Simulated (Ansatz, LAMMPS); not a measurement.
# Structural relaxation of glassy 79B2O3-21CaO (mol %) (83 atoms), part 2 of 3

Aim: bring glassy 79B2O3-21CaO (mol %) (83 atoms) to a nearby minimum of the energy and see what moves.

Ansatz 0.2.0; Kohn-Sham DFT, PBE, PAW (set soft_2), plane waves.

The cell: 30 B, 4 Ca and 49 O. The quench rate of 100 K/ps is orders of magnitude faster than experiment. The network of bonds at the start is that of the classical potential that made the cell. Sampling is at Γ alone, for a cell whose shortest periodic width is 10 Å.

So far. Step 3 (Single point at the start): Neighbours are counted within 1.83 Å (O-B), 2.88 Å (O-Ca).

## Step 4: Relaxation

The atoms are relaxed in the fixed cell, aiming at the force tolerance of the input.

Input file input.yaml:

```yaml
crystal:
  lattice:
    - [9.67636, 0.0, 0.0]
    - [0.0, 9.67636, 0.0]
    - [0.0, 0.0, 9.67636]
  atoms:
    [... the 83 atom lines of step 3 ...]
kpoints:
  mp_grid: { grid: [1, 1, 1] }
hamiltonian:
  xc: pbe
scf:
  occupations: { method: fixed }
output:
  forces: true
relax:
  f_tol: 0.03
  max_steps: 200
```

Run with:

```bash
$ ansatz run input.yaml --threads 4 --pin off --max-ram 8192MiB --backend cpu --events-out ev --progress --plain --runs-dir out
```

Numbers of over 12 decimals in the logs are rounded to 6 here.

The log of the run:

```text
[...]
Crystal: 83 atoms, lattice volume = 906.016 Å³
Basis set: ecut = 420 eV, 17773 PW (Γ), exchange–correlation on 144×144×144 points (8 copies of the dense FFT grid, shifted against one another)
Bands: 295, of which v1, the nominal top of the filled ones, is band 212 counted from 1 (211 counted from 0)
Symmetry: 1 space group operations
[...]
k-points: 1
[...]
SCF iter   1: F=—  HF=-39816.901681 eV  |F-HF|=—  |Δ(HF+E_count)|=         —  Δρ=5.32e-3  dr2=3.10e-1  ethr=1.77e-3  ⟨swp⟩=7.0  Hψ=974  notcnv=0  defer=80
[...]
SCF iter   3: F=—  HF=-39816.844719 eV  |F-HF|=—  |Δ(HF+E_count)|=   4.19e-3  Δρ=9.95e-4  dr2=1.26e-2  ethr=1.21e-5  ⟨swp⟩=4.0  Hψ=374  notcnv=0  defer=61
automatic band count: iteration 3 solves 275 bands in place of 295: the levels show a gap, and the empty bands left out lie too high to hold charge; the band table lists the bands solved (type scf.n_extra_bands for more)
SCF iter   4: F=—  HF=-39816.844755 eV  |F-HF|=—  |Δ(HF+E_count)|=   3.61e-5  Δρ=2.86e-4  dr2=7.18e-4  ethr=2.97e-6  ⟨swp⟩=4.0  Hψ=430  notcnv=0  defer=61
[...]
SCF iter   6: F=-39816.844873 eV  HF=-39816.844870 eV  |F-HF|=3.76e-6  |Δ(HF+E_count)|=   5.92e-6  Δρ=4.54e-5  dr2=1.55e-5  ethr=5.31e-9  ⟨swp⟩=3.0  Hψ=1084  notcnv=0
SCF 1 converged in 6 iterations: F = -39816.844873 eV  dr2 = 1.55e-5
[...]
relax step   1: F+E_penalty+E_count = -39816.84487331 eV  Δ(F+E_penalty+E_count) = +0.000e0 eV  max|allowed force component| = 4.681e0 eV/Å  Δτ_max = 0.0000 Å  (6 SCF iters, dr2 threshold 2.25e-5 eV, accepted)
[... from here on, the SCF cycles and remarks between the steps are left out ...]
relax step   2: F+E_penalty+E_count = -39821.35127268 eV  Δ(F+E_penalty+E_count) = -4.506e0 eV  max|allowed force component| = 2.739e0 eV/Å  Δτ_max = 0.1950 Å  (7 SCF iters, dr2 threshold 1.00e-4 eV, accepted)
relax step   3: F+E_penalty+E_count = -39823.80778788 eV  Δ(F+E_penalty+E_count) = -2.457e0 eV  max|allowed force component| = 9.415e-1 eV/Å  Δτ_max = 0.2000 Å  (7 SCF iters, dr2 threshold 1.00e-4 eV, accepted)
relax step   4: F+E_penalty+E_count = -39824.62431156 eV  Δ(F+E_penalty+E_count) = -8.165e-1 eV  max|allowed force component| = 4.166e-1 eV/Å  Δτ_max = 0.2000 Å  (7 SCF iters, dr2 threshold 1.00e-4 eV, accepted)
relax step   5: F+E_penalty+E_count = -39825.00829991 eV  Δ(F+E_penalty+E_count) = -3.840e-1 eV  max|allowed force component| = 2.915e-1 eV/Å  Δτ_max = 0.2000 Å  (7 SCF iters, dr2 threshold 2.05e-5 eV, accepted)
relax step   6: F+E_penalty+E_count = -39825.12142420 eV  Δ(F+E_penalty+E_count) = -1.131e-1 eV  max|allowed force component| = 2.496e-1 eV/Å  Δτ_max = 0.2000 Å  (7 SCF iters, dr2 threshold 1.66e-5 eV, accepted)
relax step   7: F+E_penalty+E_count = -39825.14682907 eV  Δ(F+E_penalty+E_count) = -2.540e-2 eV  max|allowed force component| = 1.658e-1 eV/Å  Δτ_max = 0.0615 Å  (5 SCF iters, dr2 threshold 3.05e-5 eV, accepted)
relax step   8: F+E_penalty+E_count = -39825.17865049 eV  Δ(F+E_penalty+E_count) = -3.182e-2 eV  max|allowed force component| = 3.480e-1 eV/Å  Δτ_max = 0.2000 Å  (7 SCF iters, dr2 threshold 1.21e-5 eV, accepted)
relax step   9: F+E_penalty+E_count = -39825.19590420 eV  Δ(F+E_penalty+E_count) = -1.725e-2 eV  max|allowed force component| = 1.564e-1 eV/Å  Δτ_max = 0.0428 Å  (5 SCF iters, dr2 threshold 5.34e-5 eV, accepted)
relax step  10: F+E_penalty+E_count = -39825.19300011 eV  Δ(F+E_penalty+E_count) = +2.904e-3 eV  max|allowed force component| = 2.085e-1 eV/Å  Δτ_max = 0.2000 Å  (7 SCF iters, dr2 threshold 4.94e-6 eV, rejected (line search))
relax step  11: F+E_penalty+E_count = -39825.21027008 eV  Δ(F+E_penalty+E_count) = -1.437e-2 eV  max|allowed force component| = 9.054e-2 eV/Å  Δτ_max = 0.0804 Å  (9 SCF iters, accepted)
relax step  12: F+E_penalty+E_count = -39825.19923219 eV  Δ(F+E_penalty+E_count) = +1.104e-2 eV  max|allowed force component| = 2.059e-1 eV/Å  Δτ_max = 0.0694 Å  (7 SCF iters, dr2 threshold 1.66e-6 eV, rejected (line search))
relax step  13: F+E_penalty+E_count = -39825.21570073 eV  Δ(F+E_penalty+E_count) = -5.431e-3 eV  max|allowed force component| = 5.313e-2 eV/Å  Δτ_max = 0.0335 Å  (8 SCF iters, accepted)
relax step  14: F+E_penalty+E_count = -39825.21904421 eV  Δ(F+E_penalty+E_count) = -3.343e-3 eV  max|allowed force component| = 3.462e-2 eV/Å  Δτ_max = 0.0500 Å  (7 SCF iters, dr2 threshold 9.46e-7 eV, accepted)
relax step  15: F+E_penalty+E_count = -39825.21983724 eV  Δ(F+E_penalty+E_count) = -7.930e-4 eV  max|allowed force component| = 3.390e-2 eV/Å  Δτ_max = 0.0221 Å  (7 SCF iters, accepted)
relax step  16: F+E_penalty+E_count = -39825.21611216 eV  Δ(F+E_penalty+E_count) = +3.725e-3 eV  max|allowed force component| = 2.093e-1 eV/Å  Δτ_max = 0.0964 Å  (8 SCF iters, rejected (line search))
relax step  17: F+E_penalty+E_count = -39825.22183617 eV  Δ(F+E_penalty+E_count) = -1.999e-3 eV  max|allowed force component| = 3.255e-2 eV/Å  Δτ_max = 0.0479 Å  (8 SCF iters, accepted)
relax step  18: F+E_penalty+E_count = -39825.22297417 eV  Δ(F+E_penalty+E_count) = -1.138e-3 eV  max|allowed force component| = 4.197e-2 eV/Å  Δτ_max = 0.0495 Å  (6 SCF iters, dr2 threshold 9.77e-7 eV, accepted)
relax step  19: F+E_penalty+E_count = -39825.22409615 eV  Δ(F+E_penalty+E_count) = -1.122e-3 eV  max|allowed force component| = 6.059e-2 eV/Å  Δτ_max = 0.0670 Å  (7 SCF iters, dr2 threshold 1.62e-6 eV, accepted)
relax step  20: F+E_penalty+E_count = -39825.22528974 eV  Δ(F+E_penalty+E_count) = -1.194e-3 eV  max|allowed force component| = 5.879e-2 eV/Å  Δτ_max = 0.0248 Å  (5 SCF iters, dr2 threshold 3.67e-6 eV, accepted)
relax step  21: F+E_penalty+E_count = -39825.22663983 eV  Δ(F+E_penalty+E_count) = -1.350e-3 eV  max|allowed force component| = 4.762e-2 eV/Å  Δτ_max = 0.0191 Å  (5 SCF iters, dr2 threshold 3.25e-6 eV, accepted)
relax step  22: F+E_penalty+E_count = -39825.20552263 eV  Δ(F+E_penalty+E_count) = +2.112e-2 eV  max|allowed force component| = 3.231e-1 eV/Å  Δτ_max = 0.1717 Å  (8 SCF iters, dr2 threshold 1.49e-6 eV, rejected (line search))
relax step  23: F+E_penalty+E_count = -39825.23197224 eV  Δ(F+E_penalty+E_count) = -5.332e-3 eV  max|allowed force component| = 7.003e-2 eV/Å  Δτ_max = 0.0850 Å  (8 SCF iters, accepted)
relax step  24: F+E_penalty+E_count = -39825.23193381 eV  Δ(F+E_penalty+E_count) = +3.843e-5 eV  max|allowed force component| = 2.063e-1 eV/Å  Δτ_max = 0.0853 Å  (6 SCF iters, dr2 threshold 3.22e-6 eV, rejected (line search))
relax step  25: F+E_penalty+E_count = -39825.23584819 eV  Δ(F+E_penalty+E_count) = -3.876e-3 eV  max|allowed force component| = 9.446e-2 eV/Å  Δτ_max = 0.0419 Å  (7 SCF iters, accepted)
relax step  26: F+E_penalty+E_count = -39825.24286913 eV  Δ(F+E_penalty+E_count) = -7.021e-3 eV  max|allowed force component| = 9.465e-2 eV/Å  Δτ_max = 0.0487 Å  (6 SCF iters, dr2 threshold 8.92e-6 eV, accepted)
relax step  27: F+E_penalty+E_count = -39825.25518078 eV  Δ(F+E_penalty+E_count) = -1.231e-2 eV  max|allowed force component| = 1.487e-1 eV/Å  Δτ_max = 0.0740 Å  (6 SCF iters, dr2 threshold 8.96e-6 eV, accepted)
relax step  28: F+E_penalty+E_count = -39825.26471950 eV  Δ(F+E_penalty+E_count) = -9.539e-3 eV  max|allowed force component| = 2.610e-1 eV/Å  Δτ_max = 0.1116 Å  (6 SCF iters, dr2 threshold 2.21e-5 eV, accepted)
relax step  29: F+E_penalty+E_count = -39825.27114934 eV  Δ(F+E_penalty+E_count) = -6.430e-3 eV  max|allowed force component| = 2.966e-1 eV/Å  Δτ_max = 0.1688 Å  (6 SCF iters, dr2 threshold 6.81e-5 eV, accepted)
relax step  30: F+E_penalty+E_count = -39825.30035761 eV  Δ(F+E_penalty+E_count) = -2.921e-2 eV  max|allowed force component| = 1.566e-1 eV/Å  Δτ_max = 0.0670 Å  (5 SCF iters, dr2 threshold 8.80e-5 eV, accepted)
relax step  31: F+E_penalty+E_count = -39825.29517429 eV  Δ(F+E_penalty+E_count) = +5.183e-3 eV  max|allowed force component| = 2.740e-1 eV/Å  Δτ_max = 0.0770 Å  (6 SCF iters, dr2 threshold 6.83e-6 eV, rejected (line search))
relax step  32: F+E_penalty+E_count = -39825.30596291 eV  Δ(F+E_penalty+E_count) = -5.605e-3 eV  max|allowed force component| = 1.634e-1 eV/Å  Δτ_max = 0.0374 Å  (8 SCF iters, accepted)
relax step  33: F+E_penalty+E_count = -39825.31914573 eV  Δ(F+E_penalty+E_count) = -1.318e-2 eV  max|allowed force component| = 4.714e-2 eV/Å  Δτ_max = 0.0803 Å  (6 SCF iters, dr2 threshold 7.44e-6 eV, accepted)
relax step  34: F+E_penalty+E_count = -39825.32200593 eV  Δ(F+E_penalty+E_count) = -2.860e-3 eV  max|allowed force component| = 3.662e-2 eV/Å  Δτ_max = 0.0315 Å  (8 SCF iters, accepted)
relax step  35: F+E_penalty+E_count = -39825.32295896 eV  Δ(F+E_penalty+E_count) = -9.530e-4 eV  max|allowed force component| = 1.673e-2 eV/Å  Δτ_max = 0.0170 Å  (7 SCF iters, accepted)
SCF converged after 7 iterations
Free energy (F): -39825.322959 eV
[...]
Internal energy: -39825.322959 eV  (E = F + TS)
E sigma→0 (E₀):  -39825.322959 eV
Fermi energy:    3.274004 eV
[...]
--- Forces (eV/Å), atoms counted from 1 ---
  atom   1  B      0.00685693     0.00241649    -0.00720196
  atom   2  B      0.00039791     0.00421707    -0.00234273
  atom   3  B     -0.00210778    -0.00887056     0.00790455
  atom   4  B     -0.00450992     0.00566136    -0.00109576
  atom   5  B      0.00071672     0.00951002     0.00498258
  atom   6  B      0.00647931    -0.00248525    -0.00387968
  atom   7  B     -0.00928121    -0.00060658     0.00247602
  atom   8  B     -0.00764530    -0.00016214     0.00034093
  atom   9  B     -0.00393259    -0.00168497    -0.00114711
  atom  10  B     -0.00380714     0.00903352    -0.00643182
  atom  11  B      0.00489073     0.00207951    -0.00026152
  atom  12  B      0.00833929     0.00869777    -0.00089435
  atom  13  B     -0.00843584    -0.00318821    -0.00232760
  atom  14  B     -0.00354312     0.00017133    -0.00884078
[...]
atom  82  O      0.00056036     0.00120540     0.00225207
  atom  83  O      0.00163430     0.00019551     0.00071999
  max |Σ_I F_I| component: 1.23e-4 eV/Å
--- Relaxed structure (35 steps of the walk, 29 accepted, 0 SCFs on fresh bases) ---
  F+E_penalty+E_count = -39825.32295896 eV   max|allowed force component| = 1.673e-2 eV/Å
  atoms:
    - { symbol: B, position: [0.905954, 0.246680, 0.689212] }
    - { symbol: B, position: [0.827320, 0.707079, 0.220322] }
    - { symbol: B, position: [0.882767, 0.320777, 0.423537] }
    - { symbol: B, position: [0.433496, 0.826897, 0.466615] }
[...]
- { symbol: O, position: [0.789606, 0.585516, 0.143555] }
```

Run time: 2.4 min. Hardware: 4 threads of Arm Neoverse V2, shared host; peak memory 1 GiB; 9 min of CPU time.

Step by step (22 of 35):

| step | energy less that of the first step (eV) | largest force component (eV/Å) |
| --- | --- | --- |
| 1 | 0.0000 | 4.6815 |
| 3 | -6.9629 | 0.9415 |
| 4 | -7.7794 | 0.4166 |
| 6 | -8.2766 | 0.2496 |
| 7 | -8.3020 | 0.1658 |
| 9 | -8.3510 | 0.1564 |
| 11 | -8.3654 | 0.0905 |
| 12 | -8.3544 | 0.2059 |
| 14 | -8.3742 | 0.0346 |
| 16 | -8.3712 | 0.2093 |
| 17 | -8.3770 | 0.0326 |
| 19 | -8.3792 | 0.0606 |
| 20 | -8.3804 | 0.0588 |
| 22 | -8.3606 | 0.3231 |
| 24 | -8.3871 | 0.2063 |
| 25 | -8.3910 | 0.0945 |
| 27 | -8.4103 | 0.1487 |
| 29 | -8.4263 | 0.2966 |
| 30 | -8.4555 | 0.1566 |
| 32 | -8.4611 | 0.1634 |
| 33 | -8.4743 | 0.0471 |
| 35 | -8.4781 | 0.0167 |

Relaxation steps 10, 12, 16, 22, 24, 31 were tried and not accepted.

The atoms that moved most (Å):

| atom | dx | dy | dz | length |
| --- | --- | --- | --- | --- |
| O46 | -0.853 | 0.305 | -0.346 | 0.970 |
| O63 | 0.834 | 0.294 | 0.093 | 0.890 |
| O44 | 0.008 | -0.742 | 0.306 | 0.803 |
| O61 | 0.066 | -0.005 | 0.783 | 0.786 |
| O69 | 0.156 | 0.070 | -0.745 | 0.764 |
| O50 | 0.163 | -0.585 | -0.461 | 0.762 |
| B21 | 0.707 | 0.092 | 0.068 | 0.717 |
| Ca33 | -0.129 | -0.239 | -0.621 | 0.678 |

The relaxation changed the energy by -102 meV/atom, and atoms moved by 0.45 Å r.m.s., 0.97 Å at most.

## Step 5: Local order after relaxation

Bonds before and after, by the cutoffs listed below:

| pair | bonds before | bonds after | mean before (Å) | mean after (Å) | spread before (Å) | spread after (Å) |
| --- | --- | --- | --- | --- | --- | --- |
| O-B | 98 | 98 | 1.424 | 1.421 | 0.043 | 0.067 |
| O-Ca | 28 | 29 | 2.499 | 2.458 | 0.125 | 0.153 |

Density 2.33 g/cm³, 10.92 Å³ an atom.

Pair distribution functions g(r), in bins of 0.2 Å:

| r (Å) | total | O-O | O-B | O-Ca | B-B | B-Ca | Ca-Ca |
| --- | --- | --- | --- | --- | --- | --- | --- |
| 1.30 | 2.79 | 0.00 | 6.55 | 0.00 | 0.00 | 0.00 | 0.00 |
| 1.50 | 2.29 | 0.00 | 5.36 | 0.00 | 0.00 | 0.00 | 0.00 |
| 1.70 | 0.04 | 0.00 | 0.09 | 0.00 | 0.00 | 0.00 | 0.00 |
| 1.90 | 0.00 | 0.00 | 0.00 | 0.00 | 0.00 | 0.00 | 0.00 |
| 2.10 | 0.02 | 0.00 | 0.00 | 0.39 | 0.00 | 0.00 | 0.00 |
| 2.30 | 1.14 | 2.54 | 0.00 | 4.38 | 0.00 | 0.00 | 0.00 |
| 2.50 | 1.66 | 3.36 | 0.08 | 3.46 | 1.87 | 0.45 | 0.00 |
| 2.70 | 0.57 | 0.12 | 0.10 | 0.49 | 3.21 | 1.20 | 0.00 |
| 2.90 | 0.58 | 0.56 | 0.38 | 0.44 | 0.49 | 3.92 | 0.00 |
| 3.10 | 1.02 | 0.96 | 1.27 | 0.20 | 0.17 | 3.16 | 0.00 |
| 3.30 | 0.98 | 0.61 | 1.38 | 0.69 | 0.59 | 1.92 | 0.00 |
| 3.50 | 1.18 | 0.91 | 1.47 | 0.89 | 1.05 | 1.25 | 0.00 |
| 3.70 | 1.36 | 0.79 | 2.03 | 1.35 | 0.88 | 0.65 | 3.25 |
| 3.90 | 0.99 | 0.96 | 1.05 | 0.85 | 1.17 | 0.19 | 0.00 |
| 4.10 | 0.88 | 0.85 | 0.82 | 2.07 | 0.80 | 0.18 | 0.00 |
| 4.30 | 1.03 | 1.29 | 0.84 | 1.19 | 0.96 | 0.66 | 0.00 |
| 4.50 | 1.10 | 1.48 | 0.83 | 0.55 | 1.43 | 0.31 | 0.00 |
| 4.70 | 1.12 | 1.32 | 0.96 | 0.83 | 1.16 | 1.50 | 0.00 |

Bonds by pair of elements; cutoffs follow the first minimum of g(r), held within bounds set by covalent radii, and pairs that aren't listed don't count as bonded:

| pair A-B | cutoff (Å) | bonds | mean length (Å) | spread (Å) | shortest (Å) | B about A | A about B |
| --- | --- | --- | --- | --- | --- | --- | --- |
| O-B | 1.83 | 98 | 1.42 | 0.067 | 1.30 | 2 | 3.27 |
| O-Ca | 2.93 | 29 | 2.46 | 0.153 | 2.19 | 0.592 | 7.25 |

How many atoms have how many bonded neighbours:

| element | mean | 2 | 3 | 4 | 7 | 8 |
| --- | --- | --- | --- | --- | --- | --- |
| B | 3.27 | 0 | 22 | 8 | 0 | 0 |
| Ca | 7.25 | 0 | 0 | 0 | 3 | 1 |
| O | 2.59 | 23 | 23 | 3 | 0 | 0 |

Bond angles, per cent of each kind in bins of 5°:

| angle (°) | O-B-O | O-Ca-O | B-O-Ca | B-O-B |
| --- | --- | --- | --- | --- |
| 50–55 | 0.0 | 5.5 | 0.0 | 0.0 |
| 55–60 | 0.0 | 12.1 | 0.0 | 0.0 |
| 60–65 | 0.0 | 5.5 | 0.0 | 0.0 |
| 65–70 | 0.0 | 1.1 | 0.0 | 0.0 |
| 70–75 | 0.0 | 4.4 | 3.5 | 0.0 |
| 75–80 | 0.0 | 2.2 | 5.2 | 0.0 |
| 80–85 | 0.0 | 3.3 | 5.2 | 0.0 |
| 85–90 | 0.0 | 7.7 | 12.1 | 0.0 |
| 90–95 | 0.0 | 6.6 | 20.7 | 0.0 |
| 95–100 | 1.8 | 5.5 | 13.8 | 0.0 |
| 100–105 | 6.1 | 4.4 | 1.7 | 0.0 |
| 105–110 | 16.7 | 2.2 | 8.6 | 0.0 |
| 110–115 | 19.3 | 4.4 | 6.9 | 0.0 |
| 115–120 | 24.6 | 4.4 | 8.6 | 0.0 |
| 120–125 | 27.2 | 7.7 | 5.2 | 8.2 |
| 125–130 | 3.5 | 1.1 | 3.5 | 10.2 |
| 130–135 | 0.9 | 2.2 | 0.0 | 16.3 |
| 135–140 | 0.0 | 5.5 | 3.5 | 26.5 |
| 140–145 | 0.0 | 3.3 | 0.0 | 4.1 |
| 145–150 | 0.0 | 6.6 | 1.7 | 12.2 |
| 150–155 | 0.0 | 3.3 | 0.0 | 14.3 |
| 155–160 | 0.0 | 0.0 | 0.0 | 0.0 |
| 160–165 | 0.0 | 0.0 | 0.0 | 4.1 |
| 165–170 | 0.0 | 0.0 | 0.0 | 0.0 |
| 170–175 | 0.0 | 0.0 | 0.0 | 2.0 |
| 175–180 | 0.0 | 1.1 | 0.0 | 2.0 |

Bond angles (no mean is given where the spread exceeds 20°):

| angle | count | mean (°) | spread (°) |
| --- | --- | --- | --- |
| O-B-O | 114 | 115 | 6.9 |
| O-Ca-O | 91 | - | - |
| B-O-Ca | 58 | 100 | 16.6 |
| B-O-B | 49 | 141 | 11.9 |
| Ca-O-Ca | 3 | - | - |

Oxygen atoms by the number of network formers (Si, P, Ge, B, Al, As, Ga) bound to them:

| network formers bound to O | O atoms | per cent |
| --- | --- | --- |
| 0 | 0 | 0 |
| 1 | 0 | 0 |
| 2 | 49 | 100 |

Network units: each former by its oxygen neighbours and how many of them bridge to another former:

| former | O neighbours | bridging O | atoms |
| --- | --- | --- | --- |
| B | 3 | 3 | 22 |
| B | 4 | 4 | 8 |

Bond length by coordination (bonds to H left out):

| element | coordination | atoms | mean bond length (Å) |
| --- | --- | --- | --- |
| B | 3 | 22 | 1.39 |
| B | 4 | 8 | 1.50 |
| Ca | 7 | 3 | 2.46 |
| Ca | 8 | 1 | 2.46 |
| O | 2 | 23 | 1.39 |
| O | 3 | 23 | 1.77 |
| O | 4 | 3 | 2.01 |

Rings of the network by King's shortest-path rule, up to 12 atoms, one path for each pair of neighbours; H, halogens, alkali and alkaline-earth atoms are left out, and the last column divides by all other atoms, bonded or not:

| ring size (atoms) | rings | per network atom |
| --- | --- | --- |
| 8 | 1 | 0.013 |
| 10 | 2 | 0.025 |
| 12 | 5 | 0.063 |

By these cutoffs 73 % of B atoms have 3, 75 % of Ca atoms have 7 and 47 % of O atoms have 2 and as many 3 bonded neighbours. The O-B-O angle averages 115° with a spread of 7°. 100 % of the oxygens bridge two formers (B) and 0 % are non-bridging. The commonest B unit has 3 oxygens, 3 of them shared with other formers (22 of 30 atoms). Rings of 12 atoms are the most common (62 % of those counted); sizes run from 8 to 12, where the search stops.

[end of part 2 of 3]

[Logs are printed without paths, hosts, clocks, repeated set-up lines and the standing remarks that a program may print on its own settings, such as how far it seeks lower states.]

[Hosts, paths, dates, database ids (printed as entryN), source tags and the programs' standing remarks are cut or masked in the printed files.]
